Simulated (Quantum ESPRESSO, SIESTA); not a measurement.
# Birch–Murnaghan line for tetragonal HfO2, QE, PBEsol

Calculated with Quantum ESPRESSO 7.5: PBEsol; plane waves, GBRV 1.5 ultrasoft, 50/300 Ry; k-mesh 6×6×4. The volume is changed in steps from typed lattice constants. V0 = 10.842 Å³ an atom is where a Birch–Murnaghan fit to this level's pressures, the withheld one apart, crosses zero; rows within 2.5 % of V0 are left out, since F is ill-conditioned there. Shape and atoms were relaxed at QE, PBEsol at each point.

```
volume (Å³/atom)  pressure (GPa)
          10.316            11.5
           10.54           6.166
          11.213          -6.015
          11.437          -9.037
          11.661               ?
          11.885          -13.72
           12.11          -15.46
```

The structure was built from a prototype and need not be the compound's stable phase.

Task: Fit the third-order Birch–Murnaghan equation to the rows given and interpolate to the withheld row.

Worked fit:

Take the Eulerian strain f = ½[(V0/V)^(2/3) − 1] and the normalised pressure F = P / [3f(1 + 2f)^(5/2)]. The third-order Birch–Murnaghan equation is then the line F = B0 + (3/2)B0(B′ − 4) f, so u = f and v = F.

```
     u = f  v = F (GPa)
 0.0168550      209.340
0.00950588      206.273
-0.0110906      191.211
-0.0174953      188.214
-0.0296980      179.469
-0.0355416      174.345
```

With n = 6: mean u = -0.0112441, mean v = 191.475, Σ(u − ū)² = 0.0021901, Σ(u − ū)(v − v̄) = 1.4672. Slope b = 1.4672 / 0.0021901 = 669.89; intercept a = v̄ − b ū = 199.01.

So B0 = 199.0 GPa and B′ = 4 + 2b/(3a) = 6.24. At the withheld volume f = -0.02369, F = 183.1 GPa, and P = 3f(1 + 2f)^(5/2) F.

Prediction at 11.661: -11.53 GPa. The run gave -11.6 GPa, so the fit is high by 0.070 GPa (0.60 % of the value).

A fit to this level's energies over the whole scan gives V0 = 10.863 Å³, B0 = 198.1 GPa and B′ = 6.31. Among the rows given, the largest miss of the fit is at 12.11, by 0.076 GPa (0.28 % of the range of the table).

Limits: The nuclei are static. The DFT runs use Fermi–Dirac occupations of width 0.01 eV, and energies are free energies. Tetragonal HfO2 is a high-temperature form.

[Logs are printed without paths, hosts, clocks, repeated set-up lines and the standing remarks that a program may print on its own settings, such as how far it seeks lower states.]

[Hosts, paths, dates, database ids (printed as entryN), source tags and the programs' standing remarks are cut or masked in the printed files.]
